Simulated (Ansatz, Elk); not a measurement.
# Bonding as seen by X-rays: Ca3VP, part 2 of 2

The structure of Ca3VP used here is made up (a known structure type with other elements) and was relaxed beforehand with PBEsol. The aim is the Fourier transform of its all-electron density, F(hkl), set beside the sum over free spherical atoms that refinements use.

Elk 11.2.3 (patched build); all-electron DFT.

So far: The structure; Ground state and structure factors; The magnetisation density.

The structure was built from a prototype and need not be the compound's stable phase.

## Step 4: The highest occupied states alone

Level of this step: DFT, PBE, all-electron APW+lo, Dirac cores, scalar-relativistic bands, static density, ferromagnetic start (Elk).

An energy window below the Fermi level keeps the highest occupied states, to see at which angles they scatter; shallow core shells can lie inside it and anion s states outside. No new self-consistency is needed.

Input file elk.in:

```
tasks
  195

xctype
  20

spinpol
  .true.

rgkmax
  7.0

gmaxvr
  14.0

lmaxo
  7

lmaxapw
  8

swidth
  0.002

tshift
  .false.

ramdisk
  .false.

hmaxvr
  5.5

maxscl
  120

epspot
  1e-06

reducebf
  0.8

wsfac
  -0.308460 0.432530

sppath
  './'

avec
  10.23858920772 0.00000000000 0.00000000000
  0.00000000000 10.23858920772 0.00000000000
  -0.00000000000 0.00000000000 10.23858920772

atoms
  3
  'V.in'
  1
  0.0000000000 0.0000000000 0.0000000000   0.000000 0.000000 -0.190000
  'Ca.in'
  3
  0.5000000000 0.5000000000 -0.0000000000   0.000000 0.000000 0.000000
  0.5000000000 -0.0000000000 0.5000000000   0.000000 0.000000 0.000000
  -0.0000000000 0.5000000000 0.5000000000   0.000000 0.000000 0.000000
  'P.in'
  1
  0.5000000000 0.5000000000 0.5000000000   0.000000 0.000000 0.000000

ngridk
  4 4 4
```

Command:

```bash
OMP_NUM_THREADS=4 elk
```

Numbers of over 12 decimals in the logs are rounded to 6 here.

Log:

```text
┌─────────────────────────────────┐
│ Elk code version 11.2.3 started │
└─────────────────────────────────┘

Info(readinput): the functional depends on the density's gradient
 muffin-tin radial points multiplied by    2.00000
 (not where nrmtscf is given)

┌────────────────────┐
│ Current task : 195 │
└────────────────────┘

Info(sfacrho): density structure factors written to SFACRHO.OUT

 Energy window :  -0.3084600000      0.4325300000

┌──────────────────┐
│ Elk code stopped │
└──────────────────┘
```

Wall time 16 s (4 threads of Arm Neoverse V2, shared host); peak memory 0.22 GiB; 18 s of CPU time.

States within 12 eV below the Fermi level hold 16.00 electrons; any levels below the window count with the cores. Their amplitudes can exceed the total, where window and core parts have opposite phase:

| hkl | sin θ/λ (Å⁻¹) | abs F, window | abs F, all |
| --- | --- | --- | --- |
| 100 | 0.092 | 0.989 | 10.529 |
| 110 | 0.131 | 5.352 | 15.678 |
| 111 | 0.160 | 0.404 | 53.383 |
| 200 | 0.185 | 3.423 | 72.844 |
| 210 | 0.206 | 0.540 | 7.599 |
| 211 | 0.226 | 1.798 | 12.184 |
| 220 | 0.261 | 1.643 | 62.442 |
| 221 | 0.277 | 0.908 | 6.380 |
| 300 | 0.277 | 0.761 | 6.527 |
| 310 | 0.292 | 0.817 | 10.932 |

## Step 5: Another functional

The difference from free atoms is small, so it is set against the change that LDA (Perdew-Wang) makes.

Changes to elk.in since step 4:

```diff
@@ -1,6 +1,8 @@
 tasks
+  0
   195
+  196
 
 xctype
-  20
+  3
 
@@ -42,5 +44,2 @@
 
-wsfac
-  -0.308460 0.432530
-
 sppath
```

Command:

```bash
OMP_NUM_THREADS=4 elk
```

Log:

```text
┌─────────────────────────┐
│ Elk code version 11.2.3 │
└─────────────────────────┘

All units are atomic (Hartree, Bohr, etc.)

┌─────────────────────────────────────────────────┐
│ Ground-state run starting from atomic densities │
└─────────────────────────────────────────────────┘

Lattice vectors :
   10.23858921       0.000000000       0.000000000
   0.000000000       10.23858921       0.000000000
  -0.000000000       0.000000000       10.23858921

Reciprocal lattice vectors :
  0.6136768631      -0.000000000       0.000000000
[...]
total charge                :    98.00000000
 error                       :   0.5491143934E-03

Moments :
 interstitial                :    1.971254448
 muffin-tins
  species : 1 (V)
[...]
species : 2 (Ca)
[...]
atom 3                    :   0.8783061516E-01
  species : 3 (P)
   atom 1                    :   0.4931418938E-01
 total in muffin-tins        :    3.437239406
 total moment                :    5.408493854

┌──────────────────────────────┐
│ Self-consistent loop stopped │
└──────────────────────────────┘

Warning : core states of species 3 leak from the muffin-tin :   0.3181294675E-03

Wrote STATE.OUT
[key lines of the parts left out:]
total energy                :     -3324.7037046977
```

Elapsed: 68 s, on 4 threads; peak memory 0.27 GiB; 3.1 min of CPU time.

Against the first run R = 0.11 %; the largest change is -0.043 at 311. The moment goes from 5.49 to 5.41 μB.

## Step 6: Basis size

The basis and the expansions that go with it are enlarged, to see whether the differences are converged.

Changes to elk.in since step 5:

```diff
@@ -6,3 +6,3 @@
 xctype
-  3
+  20
 
@@ -12,12 +12,12 @@
 rgkmax
-  7.0
+  8.5
 
 gmaxvr
-  14.0
+  18.0
 
 lmaxo
-  7
+  9
 
 lmaxapw
-  8
+  10
```

Command:

```bash
OMP_NUM_THREADS=4 elk
```

Log:

```text
┌─────────────────────────┐
│ Elk code version 11.2.3 │
└─────────────────────────┘

All units are atomic (Hartree, Bohr, etc.)

┌─────────────────────────────────────────────────┐
│ Ground-state run starting from atomic densities │
└─────────────────────────────────────────────────┘

Lattice vectors :
   10.23858921       0.000000000       0.000000000
   0.000000000       10.23858921       0.000000000
  -0.000000000       0.000000000       10.23858921

Reciprocal lattice vectors :
  0.6136768631      -0.000000000       0.000000000
[...]
total charge                :    98.00000000
 error                       :   0.3033945233E-03

Moments :
 interstitial                :    2.034673333
 muffin-tins
  species : 1 (V)
[...]
species : 2 (Ca)
[...]
atom 3                    :   0.8209576718E-01
  species : 3 (P)
   atom 1                    :   0.6048365074E-01
 total in muffin-tins        :    3.432373381
 total moment                :    5.467046714

┌──────────────────────────────┐
│ Self-consistent loop stopped │
└──────────────────────────────┘

Warning : core states of species 3 leak from the muffin-tin :   0.3200202434E-03

Wrote STATE.OUT
[key lines of the parts left out:]
total energy                :     -3332.6053884929
```

Wall time 4.5 min (4 threads); peak memory 0.78 GiB.

Against the first run R = 0.01 %; the largest change is -0.009 at 422. The moment goes from 5.49 to 5.47 μB.

## Step 7: Settings against the effect

```csv
run,R against the first run (%),"R against neutral atoms, low angle (%)",wall time
"PBE, rgkmax 7",0.00,0.89,2 min
LDA (Perdew-Wang),0.11,0.84,68 s
rgkmax 8.5 with larger expansions,0.01,0.89,4.5 min
```

## Step 8: What came out

```yaml
r_against_neutral_atoms_sin_theta_lambda_0p3_a_minus1: 0.89 %
r_against_neutral_atoms_0p3_to_0p83_a_minus1: 0.31 %
```

What this shows: Independent neutral atoms miss the calculated amplitudes by R = 0.89 % below 0.3 Å⁻¹ and 0.31 % from there to 0.83 Å⁻¹; by shells, 2.88 % below 0.15 Å⁻¹ (2 forms), 0.70 % 0.15 to 0.3 (8 forms), 0.32 % 0.3 to 0.45 (13 forms), 0.30 % above 0.45 (82 forms). Bonding, aspherical density and the tables' own atoms all enter these figures, and the runs don't part them. The largest change of an amplitude is +0.45 electrons, at 200. The magnetic order is that of the start. No other order was tried here, and an antiferromagnetic one would change or move the magnetic intensity. The window's part falls from 16.0 electrons at the origin to at most 0.37 between 0.45 and 0.83 Å⁻¹. Below 0.3 Å⁻¹ the changes that finished (LDA (Perdew-Wang) and rgkmax 8.5 with larger expansions) move F by R = 0.08 % at most, against the 0.89 % that separates it from free atoms. The magnetic factors move by R = 2.7 % (LDA (Perdew-Wang)) and 0.6 % (rgkmax 8.5 with larger expansions), so they aren't settled to better than that. The k-mesh has no finished test. Part of the difference isn't bonding: the tables are fits to free atoms and ions calculated by other methods than this functional. Thermal motion, anomalous dispersion and extinction are left out.

[Logs are printed without paths, hosts, clocks, repeated set-up lines and the standing remarks that a program may print on its own settings, such as how far it seeks lower states.]

[Hosts, paths, dates, database ids (printed as entryN), source tags and the programs' standing remarks are cut or masked in the printed files.]
